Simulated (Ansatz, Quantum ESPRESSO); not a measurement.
# Ballistic transmission: Al(111) with two intrinsic faults two layers apart (four hcp-stacked layers), part 2 of 4

Wanted: the transmission near the Fermi level and the conductance of this junction: Al(111) with two intrinsic faults two layers apart (four hcp-stacked layers).

Quantum ESPRESSO 7.5; plane-wave DFT, PBE, GBRV ultrasoft pseudopotentials; cross-check by Ansatz 0.2.0 with PAW datasets.

So far. Step 2 (SCF with pw.x): The run needed 29 iterations to bring the estimated error under 1e-07 Ry; the largest force on any atom, held or free, is 0.03 eV/Å.

## Step 3: Transmission with pwcond.x

Level of this step: transmission by pwcond, lead and junction from one cell; plane-wave DFT, PBE, GBRV ultrasoft pseudopotentials (Quantum ESPRESSO).

prefixt takes both regions from one run: the lead from 0 to bdl, the scattering region from bdl to bds (units of alat). ikind = 1 puts the same lead on both sides. The program's T_tot counts both spins in a run without spin; the tables below give T per spin.

The input, cond.in:

```
&inputcond
  outdir = './out'
  prefixt = 'scf'
  tran_file = 'cond.dat'
  bdl = 2.4494897419
  bds = 17.9629247820
  ikind = 1
  ewind = 4.0
  epsproj = 1e-05
  nz1 = 7
  energy0 = 0.4
  denergy = -0.4
/
14
  0.00000000 0.00000000 0.01000000
  0.00000000 0.10000000 0.06000000
  0.00000000 0.20000000 0.06000000
  0.00000000 0.30000000 0.06000000
  0.00000000 0.40000000 0.06000000
  0.00000000 0.50000000 0.03000000
  0.10000000 0.20000000 0.06000000
  0.10000000 0.30000000 0.12000000
  0.10000000 0.40000000 0.12000000
  0.10000000 0.50000000 0.12000000
  0.20000000 0.40000000 0.06000000
  0.20000000 0.50000000 0.12000000
  0.20000000 0.60000000 0.06000000
  0.30000000 0.60000000 0.06000000
3
```

Launch:

```
> OMP_NUM_THREADS=1 mpirun -n 2 pwcond.x -in cond.in > cond.out
```

The program printed:

```text
[banner, memory and clock lines left out]
Program PWCOND v.7.5 starts

          URL

     ./out/scf.save/

     IMPORTANT: XC functional enforced from input :
     Exchange-correlation= PBE
                           (   1   4   3   4   0   0   0)
     Any further DFT definition will be discarded
     Please, verify this is what you really want

     Reading collected, re-writing distributed wavefunctions

===== INPUT FILE containing all the regions =====

     GEOMETRY:

     lattice parameter (alat)  =       5.3984  a.u.
     the volume                =    2447.3912 (a.u.)^3
     the cross section         =      25.2384 (a.u.)^2
     l of the unit cell        =      17.9629 (alat)
     number of atoms/cell      =           22
     number of atomic types    =            1

     crystal axes: (cart. coord. in units of alat)
               a(1) = (  1.0000  0.0000  0.0000 )
               a(2) = (  0.5000  0.8660  0.0000 )
               a(3) = (  0.0000  0.0000 17.9629 )

   Cartesian axes

     site n.     atom                  positions (alat units)
          1        Al     tau(  1)=(  0.0000  0.0000 17.9629  )
          2        Al     tau(  2)=(  0.5000  0.2887  0.8165  )
          3        Al     tau(  3)=(  1.0000  0.5774  1.6330  )
          4        Al     tau(  4)=(  0.0000  0.0000  2.4495  )
          5        Al     tau(  5)=(  0.5000  0.2887  3.2660  )
          6        Al     tau(  6)=(  1.0000  0.5774  4.0825  )
          7        Al     tau(  7)=(  0.0000  0.0000  4.8990  )
          8        Al     tau(  8)=(  0.5000  0.2887  5.7155  )
          9        Al     tau(  9)=(  1.0000  0.5774  6.5320  )
         10        Al     tau( 10)=(  0.5000  0.2887  7.3485  )
         11        Al     tau( 11)=(  1.0000  0.5774  8.1650  )
         12        Al     tau( 12)=(  0.5000  0.2887  8.9815  )
         13        Al     tau( 13)=(  1.0000  0.5774  9.7980  )
         14        Al     tau( 14)=(  0.0000  0.0000 10.6145  )
         15        Al     tau( 15)=(  0.5000  0.2887 11.4310  )
         16        Al     tau( 16)=(  1.0000  0.5774 12.2474  )
         17        Al     tau( 17)=(  0.0000  0.0000 13.0639  )
         18        Al     tau( 18)=(  0.5000  0.2887 13.8804  )
         19        Al     tau( 19)=(  1.0000  0.5774 14.6969  )
         20        Al     tau( 20)=(  0.0000  0.0000 15.5134  )
         21        Al     tau( 21)=(  0.5000  0.2887 16.3299  )
         22        Al     tau( 22)=(  1.0000  0.5774 17.1464  )

     nr1s                      =           24
     nr2s                      =           24
     nr3s                      =          400
     nr1sx                     =           24
     nr2sx                     =           24
     nr3sx                     =          400
     nr1                       =           25
     nr2                       =           25
     nr3                       =          450
     nr1x                      =           25
     nr2x                      =           25
     nr3x                      =          450

 _______________________________
  Radii of nonlocal spheres:

     type       ibeta     ang. mom.          radius (alat units)
       Al         1         0                    0.3554
       Al         2         1                    0.3554
       Al         3         2                    0.3554
----- General information -----

--- T calc. with identical leads (ikind=1) ---

     nrx                       =           24
     nry                       =           24
     nz1                       =            7

     energy0               =         4.0E-01
     denergy               =        -4.0E-01
     nenergy               =          3
     ecut2d                =         4.0E+01
     ewind                 =         4.0E+00
     epsproj               =         1.0E-05

     number of k_|| points=   14
                       cryst. coord.
        k(    1) = (   0.0000000   0.0000000), wk =   0.0100000
        k(    2) = (   0.0000000   0.1000000), wk =   0.0600000
        k(    3) = (   0.0000000   0.2000000), wk =   0.0600000
        k(    4) = (   0.0000000   0.3000000), wk =   0.0600000
        k(    5) = (   0.0000000   0.4000000), wk =   0.0600000
        k(    6) = (   0.0000000   0.5000000), wk =   0.0300000
        k(    7) = (   0.1000000   0.2000000), wk =   0.0600000
        k(    8) = (   0.1000000   0.3000000), wk =   0.1200000
        k(    9) = (   0.1000000   0.4000000), wk =   0.1200000
        k(   10) = (   0.1000000   0.5000000), wk =   0.1200000
        k(   11) = (   0.2000000   0.4000000), wk =   0.0600000
        k(   12) = (   0.2000000   0.5000000), wk =   0.1200000
        k(   13) = (   0.2000000   0.6000000), wk =   0.0600000
        k(   14) = (   0.3000000   0.6000000), wk =   0.0600000
----- Information about left/right lead -----

     nocros                   =            9
     noins                    =           18
     norb                     =           36
     norbf                    =          180
     nrz                      =           55

      iorb      type   ibeta   ang. mom.   m       position (alat)
        1        1       1        0        1   taunew(   1)=(  0.0000  0.0000  0.0000)
        2        1       2        1        1   taunew(   2)=(  0.0000  0.0000  0.0000)
        3        1       2        1        2   taunew(   3)=(  0.0000  0.0000  0.0000)
        4        1       2        1        3   taunew(   4)=(  0.0000  0.0000  0.0000)
        5        1       3        2        1   taunew(   5)=(  0.0000  0.0000  0.0000)
        6        1       3        2        2   taunew(   6)=(  0.0000  0.0000  0.0000)
        7        1       3        2        3   taunew(   7)=(  0.0000  0.0000  0.0000)
        8        1       3        2        4   taunew(   8)=(  0.0000  0.0000  0.0000)
        9        1       3        2        5   taunew(   9)=(  0.0000  0.0000  0.0000)
       10        1       1        0        1   taunew(  10)=(  0.5000  0.2887  0.8165)
       11        1       2        1        1   taunew(  11)=(  0.5000  0.2887  0.8165)
       12        1       2        1        2   taunew(  12)=(  0.5000  0.2887  0.8165)
       13        1       2        1        3   taunew(  13)=(  0.5000  0.2887  0.8165)
       14        1       3        2        1   taunew(  14)=(  0.5000  0.2887  0.8165)
       15        1       3        2        2   taunew(  15)=(  0.5000  0.2887  0.8165)
       16        1       3        2        3   taunew(  16)=(  0.5000  0.2887  0.8165)
       17        1       3        2        4   taunew(  17)=(  0.5000  0.2887  0.8165)
       18        1       3        2        5   taunew(  18)=(  0.5000  0.2887  0.8165)
[...]
128        1       2        1        1   taunew( 128)=(  0.5000  0.2887 11.4310)
      129        1       2        1        2   taunew( 129)=(  0.5000  0.2887 11.4310)
      130        1       2        1        3   taunew( 130)=(  0.5000  0.2887 11.4310)
      131        1       3        2        1   taunew( 131)=(  0.5000  0.2887 11.4310)
      132        1       3        2        2   taunew( 132)=(  0.5000  0.2887 11.4310)
      133        1       3        2        3   taunew( 133)=(  0.5000  0.2887 11.4310)
      134        1       3        2        4   taunew( 134)=(  0.5000  0.2887 11.4310)
      135        1       3        2        5   taunew( 135)=(  0.5000  0.2887 11.4310)
      136        1       1        0        1   taunew( 136)=(  1.0000  0.5774 12.2474)
      137        1       2        1        1   taunew( 137)=(  1.0000  0.5774 12.2474)
      138        1       2        1        2   taunew( 138)=(  1.0000  0.5774 12.2474)
      139        1       2        1        3   taunew( 139)=(  1.0000  0.5774 12.2474)
      140        1       3        2        1   taunew( 140)=(  1.0000  0.5774 12.2474)
      141        1       3        2        2   taunew( 141)=(  1.0000  0.5774 12.2474)
      142        1       3        2        3   taunew( 142)=(  1.0000  0.5774 12.2474)
      143        1       3        2        4   taunew( 143)=(  1.0000  0.5774 12.2474)
      144        1       3        2        5   taunew( 144)=(  1.0000  0.5774 12.2474)
      145        1       1        0        1   taunew( 145)=(  0.0000  0.0000 13.0639)
      146        1       2        1        1   taunew( 146)=(  0.0000  0.0000 13.0639)
      147        1       2        1        2   taunew( 147)=(  0.0000  0.0000 13.0639)
      148        1       2        1        3   taunew( 148)=(  0.0000  0.0000 13.0639)
      149        1       3        2        1   taunew( 149)=(  0.0000  0.0000 13.0639)
      150        1       3        2        2   taunew( 150)=(  0.0000  0.0000 13.0639)
      151        1       3        2        3   taunew( 151)=(  0.0000  0.0000 13.0639)
      152        1       3        2        4   taunew( 152)=(  0.0000  0.0000 13.0639)
      153        1       3        2        5   taunew( 153)=(  0.0000  0.0000 13.0639)
      154        1       1        0        1   taunew( 154)=(  0.5000  0.2887 13.8804)
      155        1       2        1        1   taunew( 155)=(  0.5000  0.2887 13.8804)
      156        1       2        1        2   taunew( 156)=(  0.5000  0.2887 13.8804)
      157        1       2        1        3   taunew( 157)=(  0.5000  0.2887 13.8804)
      158        1       3        2        1   taunew( 158)=(  0.5000  0.2887 13.8804)
      159        1       3        2        2   taunew( 159)=(  0.5000  0.2887 13.8804)
      160        1       3        2        3   taunew( 160)=(  0.5000  0.2887 13.8804)
      161        1       3        2        4   taunew( 161)=(  0.5000  0.2887 13.8804)
      162        1       3        2        5   taunew( 162)=(  0.5000  0.2887 13.8804)
      163        1       1        0        1   taunew( 163)=(  1.0000  0.5774 14.6969)
      164        1       2        1        1   taunew( 164)=(  1.0000  0.5774 14.6969)
      165        1       2        1        2   taunew( 165)=(  1.0000  0.5774 14.6969)
      166        1       2        1        3   taunew( 166)=(  1.0000  0.5774 14.6969)
      167        1       3        2        1   taunew( 167)=(  1.0000  0.5774 14.6969)
      168        1       3        2        2   taunew( 168)=(  1.0000  0.5774 14.6969)
      169        1       3        2        3   taunew( 169)=(  1.0000  0.5774 14.6969)
      170        1       3        2        4   taunew( 170)=(  1.0000  0.5774 14.6969)
      171        1       3        2        5   taunew( 171)=(  1.0000  0.5774 14.6969)
      172        1       1        0        1   taunew( 172)=(  0.0000  0.0000 15.5134)
      173        1       2        1        1   taunew( 173)=(  0.0000  0.0000 15.5134)
      174        1       2        1        2   taunew( 174)=(  0.0000  0.0000 15.5134)
      175        1       2        1        3   taunew( 175)=(  0.0000  0.0000 15.5134)
      176        1       3        2        1   taunew( 176)=(  0.0000  0.0000 15.5134)
      177        1       3        2        2   taunew( 177)=(  0.0000  0.0000 15.5134)
      178        1       3        2        3   taunew( 178)=(  0.0000  0.0000 15.5134)
      179        1       3        2        4   taunew( 179)=(  0.0000  0.0000 15.5134)
      180        1       3        2        5   taunew( 180)=(  0.0000  0.0000 15.5134)
 ngper, shell number =           85          11
 ngper, n2d =           85          62
---  E-Ef =    0.4000000  k =    0.0000000   0.0000000
---  ie =          1  ik =          1
 Nchannels of the left tip =            1
 Right moving states:
   k1(2pi/a)   k2(2pi/a)   E-Ef (eV)
   0.0067867   0.0000002   0.4000000
 Left moving states:
   k1(2pi/a)   k2(2pi/a)   E-Ef (eV)
  -0.0067864   0.0000002   0.4000000

 to transmit
 Band j to band i transmissions and reflections:
    j         i     |T_ij|^2    |R_ij|^2

    1 -->     1     1.00000     0.00000
   Total T_j, R_j =    1.00000  0.00000

E-Ef(ev), T(x2 spins) =    0.4000000   1.9999931
---  E-Ef =    0.0000000  k =    0.0000000   0.0000000
---  ie =          2  ik =          1
 Nchannels of the left tip =            1
 Right moving states:
   k1(2pi/a)   k2(2pi/a)   E-Ef (eV)
  -0.0290440   0.0000002   0.0000000
 Left moving states:
   k1(2pi/a)   k2(2pi/a)   E-Ef (eV)
   0.0290443   0.0000002   0.0000000

 to transmit
 Band j to band i transmissions and reflections:
    j         i     |T_ij|^2    |R_ij|^2

    1 -->     1     1.00000     0.00000
   Total T_j, R_j =    1.00000  0.00000

E-Ef(ev), T(x2 spins) =    0.0000000   1.9999999
---  E-Ef =   -0.4000000  k =    0.0000000   0.0000000
---  ie =          3  ik =          1
 Nchannels of the left tip =            1
 Right moving states:
   k1(2pi/a)   k2(2pi/a)   E-Ef (eV)
  -0.0654298   0.0000002  -0.4000000
 Left moving states:
   k1(2pi/a)   k2(2pi/a)   E-Ef (eV)
   0.0654301   0.0000002  -0.4000000

 to transmit
 Band j to band i transmissions and reflections:
    j         i     |T_ij|^2    |R_ij|^2

    1 -->     1     1.00000     0.00000
   Total T_j, R_j =    1.00000  0.00000

E-Ef(ev), T(x2 spins) =   -0.4000000   1.9999997
 ngper, shell number =           85          47
 ngper, n2d =           85          63
[... further energies and points left out ...]
---  E-Ef =    0.4000000  k =    0.3000000   0.6000000
---  ie =          1  ik =         14
 Nchannels of the left tip =            2
 Right moving states:
   k1(2pi/a)   k2(2pi/a)   E-Ef (eV)
  -0.0294486   0.0000002   0.4000000
   0.3095206   0.0000001   0.4000000
 Left moving states:
   k1(2pi/a)   k2(2pi/a)   E-Ef (eV)
   0.0294499   0.0000002   0.4000000
  -0.3095219   0.0000001   0.4000000

 to transmit
 Band j to band i transmissions and reflections:
    j         i     |T_ij|^2    |R_ij|^2

    1 -->     1     0.80820     0.07108
    1 -->     2     0.01355     0.10717
   Total T_j, R_j =    0.82175  0.17825

    2 -->     1     0.01294     0.10717
    2 -->     2     0.87735     0.00254
   Total T_j, R_j =    0.89029  0.10971

E-Ef(ev), T(x2 spins) =    0.4000000   3.4240700
---  E-Ef =    0.0000000  k =    0.3000000   0.6000000
---  ie =          2  ik =         14
 Nchannels of the left tip =            0
 Right moving states:
   k1(2pi/a)   k2(2pi/a)   E-Ef (eV)
 Left moving states:
   k1(2pi/a)   k2(2pi/a)   E-Ef (eV)

 to transmit
          E-Ef(ev), T =    0.0000000   0.0000000
---  E-Ef =   -0.4000000  k =    0.3000000   0.6000000
---  ie =          3  ik =         14
 Nchannels of the left tip =            0
 Right moving states:
   k1(2pi/a)   k2(2pi/a)   E-Ef (eV)
 Left moving states:
   k1(2pi/a)   k2(2pi/a)   E-Ef (eV)

 to transmit
          E-Ef(ev), T =   -0.4000000   0.0000000
   T_tot     0.40000      0.25414E+01
   T_tot     0.00000      0.24246E+01
   T_tot    -0.40000      0.24996E+01

Note: The following floating-point exceptions are signalling: IEEE_UNDERFLOW_FLAG
Note: The following floating-point exceptions are signalling: IEEE_UNDERFLOW_FLAG
```

The job ended after 72 s (2 MPI ranks of Arm Neoverse V2, shared host; peak memory 0.16 GiB; 2.4 min of CPU time).

Read from the output:

```
lead channels at the Fermi level, one spin : 1.51
transmission at the Fermi level, one spin  : 1.212
conductance                                : 1.212 G₀
```

Per spin; mean over the k mesh across the current. Table of open channels, zone mean by energy, zero at the Fermi level:

```csv
energy (eV),"open channels, zone mean"
-0.400,1.33
0.000,1.51
0.400,1.51
```

Per spin; mean over the k mesh across the current. Transmission, zone mean against energy, zero at the Fermi level:

```csv
energy (eV),"transmission, zone mean"
-0.400,1.25
0.000,1.21
0.400,1.27
```

At 0.000 eV; k in fractions of b1, b2. Transmission by k point:

```
 k1   k2  weight       t  channels
  0    0    0.01       1         1
  0  0.1    0.06       1         1
  0  0.2    0.06       1         1
  0  0.3    0.06  0.9991         1
  0  0.4    0.06     1.7         2
  0  0.5    0.03   1.662         2
0.1  0.2    0.06       1         1
0.1  0.3    0.12       1         1
0.1  0.4    0.12   1.781         2
0.1  0.5    0.12   1.332         2
0.2  0.4    0.06  0.9857         1
0.2  0.5    0.12   1.509         2
0.2  0.6    0.06    1.28         3
0.3  0.6    0.06       0         0
```

The program's own clock; routines nest. Time by routine:

```csv
routine,wall time (s),calls
PWCOND,71.7,1
scatter_forw,61.8,84
local,6.89,14
compbs,1.8,42
compbs_2,1.53,42
init,0.35,1
poten,0.06,1
```

At no point does T exceed the number of channels.

[end of part 2 of 4]

[Logs are printed without paths, hosts, clocks, repeated set-up lines and the standing remarks that a program may print on its own settings, such as how far it seeks lower states.]

[Hosts, paths, dates, database ids (printed as entryN), source tags and the programs' standing remarks are cut or masked in the printed files.]

[Maps of the electrostatic potential energy from Ansatz leave out the sawtooth potential of an applied field or a dipole correction, so their vacuum need not be flat; planar profiles and work functions include it.]
